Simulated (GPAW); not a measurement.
The Cu L₃ edge of atom 3 in CuPdO2 (Pmmm), with 4 O at 1.94 Å (distorted square planar, site symmetry mmm), was computed in 2 ways: excited-electron core hole (neutral cell) and half core hole. Program and functional: GPAW, LDA + U, Gaussian full width 0.9 eV up to 4 eV, rising linearly to 3.5 eV at 25 eV; cells of 16 atoms.

Each run is counted from its own lowest empty level or Fermi level and scaled to a mean of 1 over its first 20 eV.

| E (eV) | run 1 | run 2 |
| --- | --- | --- |
| -2.00 | 0.00 | 0.00 |
| -1.25 | 0.00 | 0.00 |
| -0.50 | 0.11 | 0.38 |
| 0.25 | 0.63 | 2.47 |
| 1.00 | 0.66 | 1.60 |
| 1.75 | 0.45 | 0.81 |
| 2.50 | 0.60 | 0.36 |
| 3.25 | 1.29 | 0.65 |
| 4.00 | 1.00 | 1.24 |
| 4.75 | 0.89 | 1.29 |
| 5.50 | 0.71 | 1.24 |
| 6.25 | 0.32 | 0.68 |
| 7.00 | 0.15 | 0.22 |
| 7.75 | 0.23 | 0.15 |
| 8.50 | 0.43 | 0.26 |
| 9.25 | 0.74 | 0.46 |
| 10.00 | 1.16 | 0.78 |
| 10.75 | 1.38 | 1.15 |
| 11.50 | 1.33 | 1.28 |
| 12.25 | 1.11 | 1.12 |
| 13.00 | 0.92 | 0.90 |
| 13.75 | 0.90 | 0.78 |
| 14.50 | 1.03 | 0.79 |
| 15.25 | 1.33 | 0.94 |
| 16.00 | 1.66 | 1.22 |
| 16.75 | 1.78 | 1.46 |
| 17.50 | 1.68 | 1.50 |
| 18.25 | 1.55 | 1.41 |
| 19.00 | 1.51 | 1.31 |
| 19.75 | 1.58 | 1.29 |
| 20.50 | 1.72 | 1.35 |
| 21.25 | 1.88 | 1.46 |
| 22.00 | 2.03 | 1.59 |
| 22.75 | 2.10 | 1.71 |
| 23.50 | 2.09 | 1.77 |
| 24.25 | 2.03 | 1.76 |
| 25.00 | 1.99 | 1.74 |
| 25.75 | 1.98 | 1.73 |
| 26.50 | 1.99 | 1.74 |
| 27.25 | 1.99 | 1.75 |
| 28.00 | 2.00 | 1.74 |
| 28.75 | 2.07 | 1.72 |
| 29.50 | 2.21 | 1.74 |
| 30.25 | 2.40 | 1.81 |
| 31.00 | 2.56 | 1.93 |
| 31.75 | 2.62 | 2.06 |

Which run is which?

Run 1: excited-electron core hole (neutral cell) (area from −2 to 6 eV 4.8, main maxima 0.5 eV (0.69), 3.4 eV (1.34), 10.9 eV (1.39), 16.7 eV (1.78) and 23.0 eV (2.11)). Run 2: half core hole (area from −2 to 6 eV 7.6, main maxima 0.4 eV (2.56), 4.4 eV (1.35), 17.3 eV (1.51) and 23.8 eV (1.77)). 

[Hosts, paths, dates, database ids (printed as entryN), source tags and the programs' standing remarks are cut or masked in the printed files.]

[Lists of maxima count a maximum above −3 eV only where it reaches 4 % of the highest in the window and stands out from its surroundings by 2 % of it (1.5 % where it reaches 55 %); shoulders and weaker maxima are passed over, and of the rest the first, up to two pre-edge ones and the few strongest are named.]
